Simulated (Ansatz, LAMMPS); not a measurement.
# Amorphous Ge at 4.75 g/cm^3 (72 atoms): geometry optimisation, part 2 of 2

Aim: bring amorphous Ge at 4.75 g/cm^3 (72 atoms) to a nearby minimum of the energy and see what moves.

Ansatz 0.2.0; Kohn-Sham DFT, PBE, PAW (set soft_2), plane waves.

The cell: 72 Ge. The quench rate of 20 K/ps far exceeds what a furnace or splat quench reaches. The starting topology of bonds comes from the classical model. Only the Γ point is sampled, in a cell whose shortest periodic width is 12 Å.

So far. Step 4 (Relaxation): The relaxation changed the energy by -29.8 meV/atom, and atoms moved by 0.25 Å r.m.s., 0.79 Å at most. Step 7 (Functional HSE06): Forces differ from those of the single point at the relaxed geometry by 77 meV/Å r.m.s.; the pressure by -2.3 GPa and the gap by +0.15 eV. It took 19 min and 66 cycles; the reference's time can't be set against it, since the two runs asked for unlike analyses.

In doubt: the hybrid run may have settled on a false gap or state (step 7), so the values of those runs are not to be relied on; a hybrid run on one k-point (step 7), which bears on gaps, levels and energies.

### Step 7. Functional HSE06 (continued)

The mean of these charges, 0.024 e, is only the charge that the projection spills.

Löwdin charges by element and coordination (they lack the spilled electrons, 0.024 e an atom on average):

| element | coordination | atoms | mean charge (e) | spread | least | most |
| --- | --- | --- | --- | --- | --- | --- |
| Ge | all | 72 | 0.0244 | 0.0333 | -0.0644 | 0.129 |
| Ge | 3 | 2 | 0.0297 | 0.005 | 0.0247 | 0.0347 |
| Ge | 4 | 62 | 0.0304 | 0.0289 | -0.0218 | 0.129 |
| Ge | 5 | 8 | -0.0231 | 0.0308 | -0.0644 | 0.0258 |

Density of states as counts of states in windows of 0.5 eV (from the Fermi level), total and the larger projections:

| from (eV) | to (eV) | total | Ge p | Ge s |
| --- | --- | --- | --- | --- |
| -10 | -9.5 | 10.2 | 3.1 | 7.1 |
| -9.5 | -9 | 12.0 | 4.0 | 8.0 |
| -9 | -8.5 | 8.8 | 3.2 | 5.6 |
| -8.5 | -8 | 8.8 | 3.4 | 5.4 |
| -8 | -7.5 | 9.3 | 3.9 | 5.4 |
| -7.5 | -7 | 7.6 | 3.4 | 4.1 |
| -7 | -6.5 | 7.8 | 3.7 | 4.0 |
| -6.5 | -6 | 6.8 | 3.5 | 3.3 |
| -6 | -5.5 | 6.2 | 3.2 | 3.0 |
| -5.5 | -5 | 5.1 | 2.9 | 2.2 |
| -5 | -4.5 | 6.2 | 4.8 | 1.4 |
| -4.5 | -4 | 12.2 | 11.2 | 0.9 |
| -4 | -3.5 | 14.3 | 13.0 | 1.2 |
| -3.5 | -3 | 17.2 | 15.7 | 1.4 |
| -3 | -2.5 | 21.1 | 19.6 | 1.4 |
| -2.5 | -2 | 24.5 | 23.1 | 1.2 |
| -2 | -1.5 | 19.4 | 18.2 | 0.9 |
| -1.5 | -1 | 18.2 | 17.0 | 1.0 |
| -1 | -0.5 | 9.1 | 8.0 | 0.9 |
| -0.5 | 0 | 4.6 | 3.7 | 0.8 |
| 0 | 0.5 | 6.1 | 4.8 | 1.2 |
| 0.5 | 1 | 11.2 | 8.0 | 2.8 |
| 1 | 1.5 | 13.3 | 9.1 | 3.6 |
| 1.5 | 2 | 15.7 | 10.7 | 4.1 |
| 2 | 2.5 | 15.6 | 11.1 | 3.3 |
| 2.5 | 3 | 21.4 | 15.5 | 3.9 |

Between -26 and -10 eV lie 58 more states.

The stored curve holds about 288 of the 1008 electrons; the rest, give or take the few that broadening carries across the Fermi level, lie in deeper levels below its range.

The levels nearest the highest filled one (over half full), pooled over k-points and spins:

| level less the highest filled one (eV) | occupation |
| --- | --- |
| -0.701 | 2 |
| -0.526 | 2 |
| -0.392 | 2 |
| -0.324 | 2 |
| -0.161 | 2 |
| 0 | 2 |
| 0.435 | 0 |
| 0.563 | 0 |
| 0.607 | 0 |
| 0.785 | 0 |
| 0.879 | 0 |
| 0.936 | 0 |

### Step 8. Functional r2SCAN (500 eV)

The meta-GGA r2SCAN uses the kinetic energy density as well as the density and its gradient. Besides, the cutoff goes from 420 to 500 eV.

This step: Kohn-Sham DFT, r2SCAN, PAW (set soft_2), plane waves (Ansatz 0.2.0).

File input.yaml:

```yaml
crystal:
  lattice:
    - [12.23, 0.0, 0.0]
    - [0.0, 12.23, 0.0]
    - [0.0, 0.0, 12.23]
  atoms:
    [... the 72 atom lines of step 6 ...]
kpoints:
  mp_grid: { grid: [1, 1, 1] }
hamiltonian:
  xc: r2scan
scf:
  occupations: { method: fermi_dirac, width: 0.025 }
output:
  forces: true
  stress: true
  populations: true
  dos:
    method: { smearing: { sigma: 0.08 } }
    de: 0.05
    projected: { site_lists: { Ge: [Ge] } }
  eigenvalues: true
```

On the command line:

```sh
ansatz run input.yaml --threads 4 --pin off --max-ram 8192MiB --backend cpu --events-out ev --progress --plain --runs-dir out
```

Elapsed: 1.7 min, on 4 threads of Arm Neoverse V2, shared host; peak memory 5.3 GiB; 6.7 min of CPU time.

Geometry and reference: those of the single point at the relaxed geometry.

Forces differ from those of the single point at the relaxed geometry by 81 meV/Å r.m.s.; the pressure by -2.4 GPa and the gap by +0.015 eV. It took 1.7 min and 14 cycles; the reference's time can't be set against it, since the two runs asked for unlike analyses.

### Step 9. Functional PBEsol

PBEsol restores the gradient expansion of exchange for slowly varying densities and usually gives shorter bonds in solids than PBE.

This step: Kohn-Sham DFT, PBEsol, PAW (set soft_2), plane waves (Ansatz 0.2.0).

input.yaml: that of step 8 with these lines changed.

```diff
@@ -10,3 +10,3 @@
 hamiltonian:
-  xc: r2scan
+  xc: pbesol
 scf:
```

The job ended after 51 s (4 threads; peak memory 2.9 GiB; 3.3 min of CPU time).

Geometry and reference: those of the single point at the relaxed geometry.

Forces differ from those of the single point at the relaxed geometry by 35 meV/Å r.m.s.; the pressure by -2.5 GPa.

### Step 10. The ladder side by side

Each row is set against the single point at the relaxed geometry (Kohn-Sham DFT, PBE, PAW (set soft_2), plane waves; r.m.s. force component 0.0109 eV/Å). Times are for 4 threads of Arm Neoverse V2, shared host. The reference's time includes grids, which some other runs skip.

| run | Δ force, r.m.s. (meV/Å) | Δ pressure (GPa) | Δ gap (eV) | cycles | time | host memory (GiB) |
| --- | --- | --- | --- | --- | --- | --- |
| reference | - | - | - | 14 | 54 s | 2.9 |
| functional HSE06 | 76.6 | -2.31 | 0.146 | 66 | 19 min | 6.1 |
| functional r2SCAN (500 eV) | 80.5 | -2.38 | 0.0148 | 14 | 1.7 min | 5.3 |
| functional PBEsol | 34.6 | -2.47 | -4.0e-4 | 15 | 51 s | 2.9 |

### Step 11. Summary of results

```yaml
energy_change_in_the_relaxation: -29.8 meV/atom
r_m_s_displacement: 0.252 Å
largest_displacement: 0.787 Å
free_energy_per_atom: -4294.7705 eV/atom
pressure: -0.8874 GPa
r_m_s_force_component: 0.01087 eV/Å
spacing_of_highest_filled_and_lowest_empty_level: 0.2883 eV
wall_time_of_the_6_dft_runs: 26 min
```

In words: Relaxation lowers the energy by 29.8 meV/atom and moves atoms by 0.25 Å r.m.s.; the r.m.s. force component goes from 0.23 to 0.011 eV/Å. By the final cutoffs 2 of 149 bonded pairs parted and 0 joined. First to last step the energy falls by 2.145 eV; the largest move, 0.79 Å, is that of Ge38. The Ge-Ge bonds go from 2.556 Å (spread 0.079) to 2.565 Å (spread 0.074), and their number from 149 to 147. With the cutoffs above, 86 % of Ge atoms have 4 bonded neighbours. Between filled and empty levels lie 0.288 eV (at Γ alone); a semilocal functional tends to put such gaps too low. In a disordered cell it changes from sample to sample, and tail or defect levels can set it.

Among the changes of functional, dispersion, potentials or spin set against this reference that can be judged, functional r2SCAN (500 eV) moves the forces most, by 81 meV/Å r.m.s. Left aside, for changing more than the model or being in doubt: functional HSE06 (77 meV/Å). The gap changes by +0.15 eV with HSE06.

Caveats: The network of bonds at the start is that of the classical potential that made the cell; in DFT 2 of its 149 bonded pairs passed out of the cutoffs and 0 came within them.

[Logs are printed without paths, hosts, clocks, repeated set-up lines and the standing remarks that a program may print on its own settings, such as how far it seeks lower states.]

[Hosts, paths, dates, database ids (printed as entryN), source tags and the programs' standing remarks are cut or masked in the printed files.]
